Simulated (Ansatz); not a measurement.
**OH on W(100): change of the work function**

Wanted: Δφ(θ) for OH/W(100), starting from the hollow site.

Method: plane-wave DFT, PBE, Ansatz PAW, in the first sound run; inputs show where later runs differ, in Ansatz 0.2.0.

Report form: the programs' logs are mostly left out.

## 1. The starting structure

The cell holds 5 atoms: 5 W. Cell: a = 3.160 Å, b = 3.160 Å, c = 24.320 Å, α = 90.0°, β = 90.0°, γ = 90.0°. Vacuum lies along c.

## 2. The clean slab

The bare slab comes first, as the zero from which every change is counted. The two lowest layers are held at bulk places and the upper ones relax. The dipole correction removes the false field that a one-sided slab makes across the periodic vacuum, so each face gets a flat vacuum level of its own.

File input.yaml:

```yaml
crystal:
  lattice:
    - [3.16, 0.0, 0.0]
    - [0.0, 3.16, 0.0]
    - [0.0, 0.0, 24.32]
  atoms:
    - { symbol: W, position: [0.0, 0.0, 0.3700657895] }
    - { symbol: W, position: [0.5, 0.5, 0.4350328947] }
    - { symbol: W, position: [0.0, 0.0, 0.5] }
    - { symbol: W, position: [0.5, 0.5, 0.5649671053] }
    - { symbol: W, position: [0.0, 0.0, 0.6299342105] }
kpoints:
  mp_grid: { grid: [10, 10, 1] }
hamiltonian:
  xc: pbe
scf:
  occupations: { method: fermi_dirac, width: 0.1 }
  convergence: { dr2_threshold: 1.0e-08 }
efield:
  axis: 3
  dipole_correction: true
  ramp_position: 0.97
  ramp_width: 0.06
relax:
  f_tol: 0.02
  max_steps: 60
  constraints: [{ sites: [0, 1] }]
output:
  write_potential: true
  write_density: true
  volumetric_format: npy
```

Started as:

```console
> ansatz run input.yaml --threads 4 --pin off --max-ram 12288MiB --backend cpu --events-out ev --progress --plain --runs-dir out
```

Wall time 23 s (4 threads of Arm Neoverse V1, shared host); peak memory 0.62 GiB.

The steps of the relaxation:

```
step  energy less that of the first step (eV)  largest force component (eV/Å)
   1                                   0.0000                          1.6387
   2                                   0.2072                          2.8808
   3                                  -0.1200                          0.1109
   4                                  -0.1207                          0.0114
```

Relaxation step 2 was tried and not accepted.

The run keeps the 8 symmetry operations that it works with, so distortions that break them were not tested.

The atoms that moved most (Å):

```
atom     dx     dy      dz  length
  W5  0.000  0.000  -0.094   0.094
  W4  0.000  0.000   0.060   0.060
```

Numbers from this step:

```yaml
energy_at_zero_smearing: -51918.9410 eV
work_function_upper_face: 4.140 eV
work_function_lower_face: 4.249 eV
dipole_along_the_normal: 0.006030 e·Å
step_between_the_vacuum_levels: -0.1093 eV
```

Running mean over 1.58 Å of the planar mean; the ramp of the sawtooth is left out. The electron's electrostatic potential energy less the Fermi level by z:

z (Å), electron's electrostatic potential energy less the Fermi level (eV) and a bar from the least value:
```
      3.0        4.2 ##############################
      3.5        4.2 ##############################
      4.0        4.2 ##############################
      4.5        4.2 ##############################
      5.0        4.2 ##############################
      5.5        4.2 ##############################
      6.0        4.2 ##############################
      6.5        4.0 ##############################
      7.0        3.4 #############################
      7.5        1.7 ##########################
      8.0       -2.6 ###################
      8.5       -8.0 ##########
      9.0      -11.3 ####
      9.5      -12.1 ###
     10.0      -12.3 ###
     10.5      -12.5 ##
     11.0      -12.7 ##
     11.5      -12.7 ##
     12.0      -12.6 ##
     12.5      -12.2 ###
     13.0      -12.0 ###
     13.5      -12.4 ##
     14.0      -13.4 #
     14.5      -13.9 
     15.0      -13.0 ##
     15.5      -10.1 ######
     16.0       -5.1 ###############
     16.5        0.1 #######################
     17.0        2.8 ############################
     17.5        3.7 #############################
     18.0        4.0 ##############################
     18.5        4.1 ##############################
     19.0        4.1 ##############################
     19.5        4.1 ##############################
     20.0        4.1 ##############################
     20.5        4.1 ##############################
     21.0        4.1 ##############################
```

The relaxation took 4 steps and lowered the energy by 0.12 eV; the largest force on the free atoms ends at 0.011 eV/Å.

The work function of the upper face is 4.14 eV.

## 3. The covered slab, k-mesh 4×4×1, coverage 0.111 ML

System of this step: HW45O (OH/W(100)). The cell holds 47 atoms: 45 W, 1 O and 1 H. Its edges and angles: a = 9.480 Å, b = 9.480 Å, c = 25.706 Å, α = 90.0°, β = 90.0°, γ = 90.0°. Vacuum lies along c.

The clean slab as it ended is repeated in the plane and the adsorbate is set on one face; the cell's size fixes the coverage, and the k-mesh shrinks with it to keep the sampling density about even. Adsorbate and upper layers relax, since the dipole depends on the height.

File input.yaml:

```yaml
crystal:
  lattice:
    - [9.48, 0.0, 0.0]
    - [0.0, 9.48, 0.0]
    - [0.0, 0.0, 25.7058886847]
  atoms:
    - { symbol: W, position: [0.0, 0.0, 0.3501143302] }
    - { symbol: W, position: [0.1666666667, 0.1666666667, 0.4115788459] }
    - { symbol: W, position: [0.0, 0.0, 0.4729243011] }
    - { symbol: W, position: [0.1666666667, 0.1666666667, 0.5368501235] }
    - { symbol: W, position: [0.0, 0.0, 0.5923113132] }
    - { symbol: W, position: [0.0, 0.3333333333, 0.3501143302] }
    - { symbol: W, position: [0.1666666667, 0.5, 0.4115788459] }
    - { symbol: W, position: [0.0, 0.3333333333, 0.4729243011] }
[... 35 atom lines left out ...]
    - { symbol: W, position: [0.8333333333, 0.8333333333, 0.5368501235] }
    - { symbol: W, position: [0.6666666667, 0.6666666667, 0.5923113132] }
    - { symbol: O, position: [0.1666666667, 0.1666666667, 0.6117621094] }
    - { symbol: H, position: [0.1666666667, 0.1666666667, 0.6498856698] }
kpoints:
  mp_grid: { grid: [4, 4, 1] }
hamiltonian:
  xc: pbe
scf:
  occupations: { method: fermi_dirac, width: 0.1 }
  convergence: { dr2_threshold: 1.0e-08 }
efield:
  axis: 3
  dipole_correction: true
  ramp_position: 0.97
  ramp_width: 0.06
relax:
  f_tol: 0.02
  max_steps: 60
  constraints:
    - { sites: [0, 1, 5, 6, 10, 11, 15, 16, 20, 21, 25, 26, 30, 31, 35, 36, 40, 41] }
output:
  bader: true
  write_potential: true
  write_density: true
  volumetric_format: npy
```

Run time: 45 min. Hardware: 4 threads; peak memory 8.9 GiB; 2.9 h of CPU time.

This run has no spin polarisation although its electron count is odd.

The steps of the relaxation:

```
step  energy less that of the first step (eV)  largest force component (eV/Å)
   1                                   0.0000                          5.5163
   2                                  -0.8436                          2.6808
   3                                  -1.2725                          1.3215
   4                                  -1.5554                          0.8749
   5                                  -2.0258                          0.8445
   6                                  -2.6151                          0.2900
   7                                  -2.6368                          0.3197
   8                                  -2.6469                          0.0659
   9                                  -2.6471                          0.0100
```

The run keeps the 8 symmetry operations that it works with, so distortions that break them were not tested.

The atoms that moved most (Å):

```
atom      dx      dy     dz  length
 O46   0.000   0.000  0.892   0.892
 H47   0.000   0.000  0.892   0.892
 W35   0.000  -0.192  0.028   0.194
 W15  -0.192   0.000  0.028   0.194
 W40   0.000   0.192  0.028   0.194
 W30   0.192   0.000  0.028   0.194
  W5   0.128   0.128  0.050   0.188
 W10   0.128  -0.128  0.050   0.188
```

This step gave:

* energy at zero smearing: -467854.8564 eV
* work function, upper face: 3.774 eV
* work function, lower face: 4.240 eV
* dipole along the normal: 0.2313 e·Å
* step between the vacuum levels: -0.4657 eV

Running mean over 1.58 Å of the planar mean; the ramp of the sawtooth is left out. Table of electron's electrostatic potential energy less the Fermi level by z:

z (Å), electron's electrostatic potential energy less the Fermi level (eV) and a bar from the least value:
```
      3.0        4.2 ##############################
      3.5        4.2 ##############################
      4.0        4.2 ##############################
      4.5        4.2 ##############################
      5.0        4.2 ##############################
      5.5        4.2 ##############################
      6.0        4.1 ##############################
      6.5        4.0 ##############################
      7.0        3.4 #############################
      7.5        1.7 ##########################
      8.0       -2.6 ##################
      8.5       -8.0 #########
      9.0      -11.3 ####
      9.5      -12.1 ##
     10.0      -12.4 ##
     10.5      -12.5 ##
     11.0      -12.7 #
     11.5      -12.7 #
     12.0      -12.6 #
     12.5      -12.3 ##
     13.0      -12.2 ##
     13.5      -12.4 ##
     14.0      -13.1 #
     14.5      -13.4 
     15.0      -12.8 #
     15.5      -10.6 #####
     16.0       -6.0 #############
     16.5       -0.9 #####################
     17.0        2.1 ##########################
     17.5        3.1 ############################
     18.0        3.5 #############################
     18.5        3.7 #############################
     19.0        3.7 #############################
     19.5        3.8 #############################
     20.0        3.8 #############################
     20.5        3.8 #############################
     21.0        3.8 #############################
     21.5        3.8 #############################
     22.0        3.8 #############################
     22.5        3.8 #############################
```

The relaxation took 9 steps and lowered the energy by 2.6 eV; the largest force on the free atoms ends at 0.0100 eV/Å.

The covered face has 3.77 eV, -0.37 eV against the clean one; the bare back face has moved by -0.01 eV, a measure of how thin the slab is.

## 4. The covered slab, k-mesh 5×5×1, coverage 0.25 ML

System of this step: HW20O (OH/W(100)). The cell holds 22 atoms: 20 W, 1 O and 1 H. Cell: a = 6.320 Å, b = 6.320 Å, c = 25.706 Å, α = 90.0°, β = 90.0°, γ = 90.0°. Vacuum lies along c.

Another coverage, to see how the dipoles act on each other as their distance changes.

File input.yaml:

```yaml
crystal:
  lattice:
    - [6.32, 0.0, 0.0]
    - [0.0, 6.32, 0.0]
    - [0.0, 0.0, 25.7058886847]
  atoms:
    - { symbol: W, position: [0.0, 0.0, 0.3501143302] }
    - { symbol: W, position: [0.25, 0.25, 0.4115788459] }
    - { symbol: W, position: [0.0, 0.0, 0.4729243011] }
    - { symbol: W, position: [0.25, 0.25, 0.5368501235] }
    - { symbol: W, position: [0.0, 0.0, 0.5923113132] }
    - { symbol: W, position: [0.0, 0.5, 0.3501143302] }
    - { symbol: W, position: [0.25, 0.75, 0.4115788459] }
    - { symbol: W, position: [0.0, 0.5, 0.4729243011] }
    - { symbol: W, position: [0.25, 0.75, 0.5368501235] }
    - { symbol: W, position: [0.0, 0.5, 0.5923113132] }
    - { symbol: W, position: [0.5, 0.0, 0.3501143302] }
    - { symbol: W, position: [0.75, 0.25, 0.4115788459] }
    - { symbol: W, position: [0.5, 0.0, 0.4729243011] }
    - { symbol: W, position: [0.75, 0.25, 0.5368501235] }
    - { symbol: W, position: [0.5, 0.0, 0.5923113132] }
    - { symbol: W, position: [0.5, 0.5, 0.3501143302] }
    - { symbol: W, position: [0.75, 0.75, 0.4115788459] }
    - { symbol: W, position: [0.5, 0.5, 0.4729243011] }
    - { symbol: W, position: [0.75, 0.75, 0.5368501235] }
    - { symbol: W, position: [0.5, 0.5, 0.5923113132] }
    - { symbol: O, position: [0.25, 0.25, 0.6117621094] }
    - { symbol: H, position: [0.25, 0.25, 0.6498856698] }
kpoints:
  mp_grid: { grid: [5, 5, 1] }
hamiltonian:
  xc: pbe
scf:
  occupations: { method: fermi_dirac, width: 0.1 }
  convergence: { dr2_threshold: 1.0e-08 }
efield:
  axis: 3
  dipole_correction: true
  ramp_position: 0.97
  ramp_width: 0.06
relax:
  f_tol: 0.02
  max_steps: 60
  constraints: [{ sites: [0, 1, 5, 6, 10, 11, 15, 16] }]
output:
  bader: true
  dos: { projected: true, e_range: [-8, 4] }
  write_potential: true
  write_density: true
  volumetric_format: npy
  elf: true
```

The job ended after 11 min (4 threads; peak memory 3.8 GiB; 42 min of CPU time).

The steps of the relaxation:

```
step  energy less that of the first step (eV)  largest force component (eV/Å)
   1                                   0.0000                          5.4578
   2                                  -1.1029                          2.5086
   3                                  -1.2910                          0.8365
   4                                  -1.4923                          0.3234
   5                                  -1.5224                          0.3643
   6                                  -1.5801                          0.3508
   7                                  -2.0979                          1.2978
   8                                  -2.4549                          0.4880
   9                                  -2.4318                          0.4486
  10                                  -2.5686                          0.0534
  11                                  -2.5687                          0.0226
  12                                  -2.5688                          0.0057
```

Relaxation step 9 was tried and not accepted.

The run keeps the 8 symmetry operations that it works with, so distortions that break them were not tested.

The atoms that moved most (Å):

```
atom      dx      dy      dz  length
 O21   0.000   0.000   0.955   0.955
 H22   0.000   0.000   0.953   0.953
  W5   0.152   0.152   0.041   0.218
 W15  -0.152   0.152   0.041   0.218
 W10   0.152  -0.152   0.041   0.218
 W20  -0.152  -0.152   0.041   0.218
  W4   0.000   0.000  -0.163   0.163
 W19   0.000   0.000   0.120   0.120
```

Final coordinates:

```xyz
22
Lattice="6.3200 0.0000 0.0000 0.0000 6.3200 0.0000 0.0000 0.0000 25.7059" Properties=species:S:1:pos:R:3
W     0.0000    0.0000    9.0000
W     1.5800    1.5800   10.5800
W    -0.0247   -0.0247   12.1670
W     1.5800    1.5800   13.6367
W     0.1516    0.1516   15.2666
W     0.0000    3.1600    9.0000
W     1.5800    4.7400   10.5800
W    -0.0247    3.1847   12.1670
W     1.5800    4.7400   13.7967
W     0.1516    3.0084   15.2666
W     3.1600    0.0000    9.0000
W     4.7400    1.5800   10.5800
W     3.1847   -0.0247   12.1670
W     4.7400    1.5800   13.7967
W     3.0084    0.1516   15.2666
W     3.1600    3.1600    9.0000
W     4.7400    4.7400   10.5800
W     3.1847    3.1847   12.1670
W     4.7400    4.7400   13.9205
W     3.0084    3.0084   15.2666
O     1.5800    1.5800   16.6806
H     1.5800    1.5800   17.6587
```

Numbers from this step:

- energy at zero smearing: -208260.0590 eV
- work function, upper face: 3.356 eV
- work function, lower face: 4.230 eV
- dipole along the normal: 0.1930 e·Å
- step between the vacuum levels: -0.8742 eV

The density of states has structure finer than the step of the table below, so its rows give means over 0.5 eV, whole bins alone (the curve runs from -8 to 1.98 eV). Peaks (eV: height): -2.95: 56.6, -2.86: 43.4, -0.45: 47.8, 1.05: 44.7, 1.14: 76.1, 1.53: 55.4, 1.92: 86.7.

The density of states by energy, zero at the Fermi level; means over each step:

```
energy (eV)  density of states (states/eV a cell)
       -7.5                                 1.000
       -7.0                                  2.18
       -6.5                                  4.09
       -6.0                                  11.6
       -5.5                                  12.6
       -5.0                                  14.1
       -4.5                                  12.6
       -4.0                                  25.5
       -3.5                                  15.3
       -3.0                                  24.5
       -2.5                                  27.7
       -2.0                                  22.8
       -1.5                                  23.5
       -1.0                                  16.6
       -0.5                                  20.8
        0.0                                  20.2
        0.5                                  16.9
        1.0                                  24.6
        1.5                                  29.9
```

Projected DOS per atom over height of the atomic layer and energy from the Fermi level. Layers: W4 W4 W4 W4 W4 O H from below.

Ten even steps from '_' (0.00 states/eV) to '@' (4.18 states/eV), each cell a mean:
```
--::::----____
==::::::::____
--......::____
::....__::____
++__..__::____
==..__..--____
::..__..::____
::::::..--____
::::::::::____
------::--____
::------::____
..::::::..____
..::..::..____
::--::::::____
__......______
__::::::______
__......__::__
____..__..@@__
__________..__
______________
______________
______________
```
Columns: height of the atomic layer (Å) from 9 to 17.7 (not evenly spaced); rows upwards: energy from the Fermi level (eV) from -7.96 to 1.95.

Electrostatic potential energy in the ca plane at fractional y = 0.250, with atoms of W and O and H within 0.2 Å of it. With pseudopotentials it is smooth inside the atoms' cores, unlike the true potential.

Values in eV, 9 rows by 16 columns, each cell a mean:
```
  6   5  -5   1   5  -3  -2   5   7   8   8   8   8   8   8   8
  8  -1 -46 -21   3 -38 -33   5   8   9   8   8   8   8   8   8
  8  -3 -51 -25   2 -43 -38   5   9   9   8   8   8   8   8   8
  7   4 -12  -2   5  -9  -7   5   7   8   8   8   8   8   8   8
  6   5   3   5   5   3   4   3   6   8   8   8   8   8   8   8
  7   3 -25  -8   3 -24 -11   4  -1   2   6   7   8   8   8   8
  9  -4 -54 -29  -3 -52 -32   5 -31 -36  -2   7   8   8   8   8
  8   1 -35 -14   1 -33 -17   4  -7  -4   5   7   8   8   8   8
  6   5   1   4   5   1   3   3   6   7   7   8   8   8   8   8
```
Columns run along c (16.0 Å, from fractional 0.31 to 0.93 of the cell; values clipped at the 3rd and 97th percentile), rows up along a (6.3 Å). Atoms in or near the plane, at fractional coordinates: W at (0.41, 0.25), W at (0.53, 0.25), W at (0.41, 0.75), W at (0.54, 0.75), O at (0.65, 0.25), H at (0.69, 0.25).

ELF in the ca plane at fractional y = 0.250, with atoms of W and O and H within 0.2 Å of it. It is the smooth field of the valence electrons, not physical close to the nuclei.

Ten even steps from '0' (0.00) to '9' (0.98), each cell a mean:
```
34444422244444322345543210000000000000000000
33444222224443222235554321000000000000000000
33442366632432466633454332110000000000000000
33431552551322552641344332210000000000000000
33431552551332552641344332210000000000000000
33442366632442466533454332110000000000000000
33444222224443222235554321000000000000000000
34444422244444322345543210000000000000000000
44444433344444433455432111000000000000000000
34444311234443211345422343110000000000000000
33443345433442354334314776553100000000000000
33432464642323655623216767898410000000000000
33421541551323622622117637999610000000000000
33432465642323655523216777898410000000000000
33443344433442344334314776543100000000000000
34444321234443211345422343110000000000000000
44444433344444433455432111000000000000000000
```
Columns run along c (16.0 Å, from fractional 0.31 to 0.93 of the cell), rows up along a (6.3 Å). Atoms in or near the plane, at fractional coordinates: W at (0.41, 0.25), W at (0.53, 0.25), W at (0.41, 0.75), W at (0.54, 0.75), O at (0.65, 0.25), H at (0.69, 0.25).

Valence density in the ca plane at fractional y = 0.250, with atoms of W and O and H within 0.2 Å of it. It is the smooth field of the valence electrons, not physical close to the nuclei.

Values in e/Å³, 9 rows by 16 columns, each cell a mean:
```
0.3 0.5 0.3 0.3 0.5 0.4 0.3 0.1 0.0 0.0 0.0 0.0 0.0 0.0 0.0 0.0
0.8 4.0 0.9 0.4 3.6 1.7 0.2 0.0 0.0 0.0 0.0 0.0 0.0 0.0 0.0 0.0
1.0 4.5 1.1 0.5 4.1 2.1 0.2 0.0 0.0 0.0 0.0 0.0 0.0 0.0 0.0 0.0
0.4 0.9 0.4 0.3 0.9 0.6 0.2 0.1 0.0 0.0 0.0 0.0 0.0 0.0 0.0 0.0
0.3 0.3 0.3 0.3 0.3 0.4 0.3 0.1 0.0 0.0 0.0 0.0 0.0 0.0 0.0 0.0
0.5 1.9 0.5 0.4 1.9 0.7 0.3 1.0 0.3 0.0 0.0 0.0 0.0 0.0 0.0 0.0
1.1 4.9 1.3 0.9 4.8 1.6 0.4 4.8 1.7 0.1 0.0 0.0 0.0 0.0 0.0 0.0
0.6 2.8 0.7 0.5 2.8 0.9 0.3 1.7 0.5 0.0 0.0 0.0 0.0 0.0 0.0 0.0
0.3 0.3 0.3 0.3 0.3 0.4 0.3 0.2 0.0 0.0 0.0 0.0 0.0 0.0 0.0 0.0
```
Columns run along c (16.0 Å, from fractional 0.36 to 0.98 of the cell), rows up along a (6.3 Å). Atoms in or near the plane, at fractional coordinates: W at (0.41, 0.25), W at (0.53, 0.25), W at (0.41, 0.75), W at (0.54, 0.75), O at (0.65, 0.25), H at (0.69, 0.25).

The relaxation took 12 steps and lowered the energy by 2.6 eV; the largest force on the free atoms ends at 0.0057 eV/Å.

By hand: a sheet of dipoles makes a step −p/(ε₀A) in the electron's potential. With e/ε₀ = 180.95 V·Å, p = 0.1930 e·Å and A = 39.94 Å², that is −180.95 × (0.1930) / 39.94 = -0.874 eV, and the two vacuum levels of the run differ by -0.874 eV.

The covered face has 3.36 eV, -0.78 eV against the clean one; the bare back face has moved by -0.02 eV, a measure of how thin the slab is.

(Part 1 of 2 ends here.)

[Logs are printed without paths, hosts, clocks, repeated set-up lines and the standing remarks that a program may print on its own settings, such as how far it seeks lower states.]

[Hosts, paths, dates, database ids (printed as entryN), source tags and the programs' standing remarks are cut or masked in the printed files.]

[Maps of the electrostatic potential energy from Ansatz leave out the sawtooth potential of an applied field or a dipole correction, so their vacuum need not be flat; planar profiles and work functions include it.]

[The density of states shown here was stored with 400 of the rows of the run's finer table, so its peaks can read low, often by over a quarter, or be missed, and its means over a window can be off by a tenth or more.]
